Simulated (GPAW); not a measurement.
Sc on a B site (antisite) in ScB2, Sc K edge of atom 9, with 3 B at 2.16 Å (trigonal planar; the defect atom itself). Method: GPAW, LDA, excited-electron core hole (neutral cell), 24-atom cell with 6.3 Å between holes, 4×4×3 k points, dipole transitions, Gaussian full width 0.9 eV up to 4 eV, rising linearly to 3.5 eV at 25 eV.

```xyz
24
Lattice="3.1500 -5.4560 0.0000 -3.1500 -5.4560 0.0000 0.0000 0.0000 -7.0400" Properties=species:S:1:pos:R:3 pbc="T T T"
Sc    3.0807   -5.4976   -0.0847
Sc   -1.5703   -8.1864   -0.1048
Sc    3.0849   -5.4917   -3.4479
Sc    1.5762   -8.0979   -0.0910
Sc   -1.5764   -8.1799   -3.4262
Sc    0.0749   -5.4996   -0.0923
Sc    1.5739   -8.1045   -3.4440
Sc    0.0715   -5.4971   -3.4401
Sc   -1.5538   -4.5419   -5.3031
B     0.0416   -7.2507   -5.2880
B    -1.5740   -4.5457   -1.7621
B    -0.0496   -1.7921   -5.2866
B    -0.0196   -7.2865   -1.7662
B     1.5718   -4.6016   -5.2840
B     0.0216   -1.8288   -1.7649
B     1.5774   -4.5222   -1.7660
B    -0.2886   -8.9328   -5.2723
B    -1.5805   -6.7043   -5.2933
B     0.0035   -9.0942   -1.7640
B     1.5713   -6.3671   -5.2841
B    -1.5745   -6.3617   -1.7649
B     0.3112   -3.4562   -5.2869
B     1.5782   -6.3643   -1.7664
B    -0.0011   -3.6374   -1.7650
```

Energy from the lowest empty level; a common scale on which the isotropic spectrum has a mean of 1 over the first 20 eV.

| E (eV) | curve 1 | curve 2 |
| --- | --- | --- |
| -2.0 | 0.00 | 0.00 |
| -1.0 | 0.00 | 0.02 |
| 0.0 | 0.76 | 1.37 |
| 1.0 | 1.77 | 1.34 |
| 2.0 | 1.14 | 1.60 |
| 3.0 | 1.43 | 0.92 |
| 4.0 | 1.00 | 0.96 |
| 5.0 | 0.53 | 0.93 |
| 6.0 | 0.68 | 0.99 |
| 7.0 | 0.77 | 0.42 |
| 8.0 | 1.06 | 0.29 |
| 9.0 | 1.35 | 0.27 |
| 10.0 | 0.98 | 0.43 |
| 11.0 | 0.52 | 0.66 |
| 12.0 | 0.40 | 0.70 |
| 13.0 | 0.54 | 0.75 |
| 14.0 | 0.86 | 0.83 |
| 15.0 | 1.05 | 0.92 |
| 16.0 | 1.17 | 1.09 |
| 17.0 | 1.58 | 1.21 |
| 18.0 | 2.27 | 1.15 |
| 19.0 | 2.44 | 1.20 |
| 20.0 | 1.85 | 1.52 |
| 21.0 | 1.34 | 1.86 |
| 22.0 | 1.26 | 1.91 |
| 23.0 | 1.32 | 1.79 |
| 24.0 | 1.32 | 1.70 |
| 25.0 | 1.18 | 1.66 |
| 26.0 | 1.01 | 1.58 |
| 27.0 | 0.88 | 1.45 |

Q: The curves are for the electric vector along different Cartesian axes of the cell as given, for this one atom. Which is which?

Curve 1: along z, main maxima 0.7 eV (2.20), 2.7 eV (1.47) and 18.7 eV (2.49). Curve 2: along x (the other in-plane axis gives the same curve within 3 %), main maxima 0.3 eV (1.78), 1.6 eV (2.18) and 21.7 eV (1.93). A K edge sees empty p states, which here mix into the lowest empty bands, so that weight starts at the zero. Each direction probes the empty orbitals that point along it. Quadrupole 1s→3d transitions, which feed the pre-edge, are not in the dipole spectrum. The first peak sits at the Fermi energy, where the partly filled level is cut, so its height is uncertain.

[Banner, clock and machine lines of the logs are left out without a mark of their own.]

[Logs are printed without paths, hosts, clocks, repeated set-up lines and the standing remarks that a program may print on its own settings, such as how far it seeks lower states.]

[Hosts, paths, dates, database ids (printed as entryN), source tags and the programs' standing remarks are cut or masked in the printed files.]

[Lists of maxima count a maximum above −3 eV only where it reaches 4 % of the highest in the window and stands out from its surroundings by 2 % of it (1.5 % where it reaches 55 %); shoulders and weaker maxima are passed over, and of the rest the first, up to two pre-edge ones and the few strongest are named.]
